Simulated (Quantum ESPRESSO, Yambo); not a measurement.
Planning a run of Yambo 5.3.0 on CdF2 (Fm-3m). The input:

```
optics
bss
bse
em1s
dipoles
rim_cut
RandQpts= 1000000
RandGvec= 1 RL
Chimod= "HARTREE"
BSKmod= "SEX"
BSEmod= "resonant"
BSSmod= "d"
BSENGexx= 20 Ry
BSENGBlk= 4 Ry
% BSEQptR
 1 | 1 |
%
% BSEBands
 12 | 18 |
%
% BEnRange
 0 | 8 | eV
%
% BDmRange
 0.1 | 0.1 | eV
%
BEnSteps= 161
% BLongDir
 1 | 0 | 0 |
%
% BndsRnXs
 5 | 26 |
%
NGsBlkXs= 4 Ry
% LongDrXs
 1 | 1 | 1 |
%
% KfnQP_E
 2.45 | 1.0 | 1.0 |
%
WRbsWF
FFTGvecs= 42 Ry
```

```sh
OMP_NUM_THREADS=1 mpirun -n 4 yambo -F bse9.in -J bse9 -C bse9 > bse9.log
```

The stored states that it reads are on a 8×8×8 mesh. Symmetry: Fm-3m, No. 225, cubic system. The conventional cell has a = 5.388 Å, b = 5.388 Å, c = 5.388 Å, α = 90.00°, β = 90.00°, γ = 90.00°. Nearest to Cd lie 8 F at 2.33 Å. F has 4 Cd at 2.33 Å nearest. Farther neighbours and most contacts between anions are not listed.

Question: Estimate wall time and host memory on 4 MPI ranks of Arm Neoverse V2, shared host.

It took 1.9 min; on shared hardware allow 56 s to 3.7 min. Peak host memory was 1.8 GiB.

The kernel grows as the square of the matrix size, and full diagonalisation as its cube.

[Paths, hosts, dates, memory and timing lines, banners, echoed tables and standing remarks are left out of the program output.]

[Logs are printed without paths, hosts, clocks, repeated set-up lines and the standing remarks that a program may print on its own settings, such as how far it seeks lower states.]

[Runs of the session that timed out or met a known fault of the program may be left out.]

[Hosts, paths, dates, database ids (printed as entryN), source tags and the programs' standing remarks are cut or masked in the printed files.]
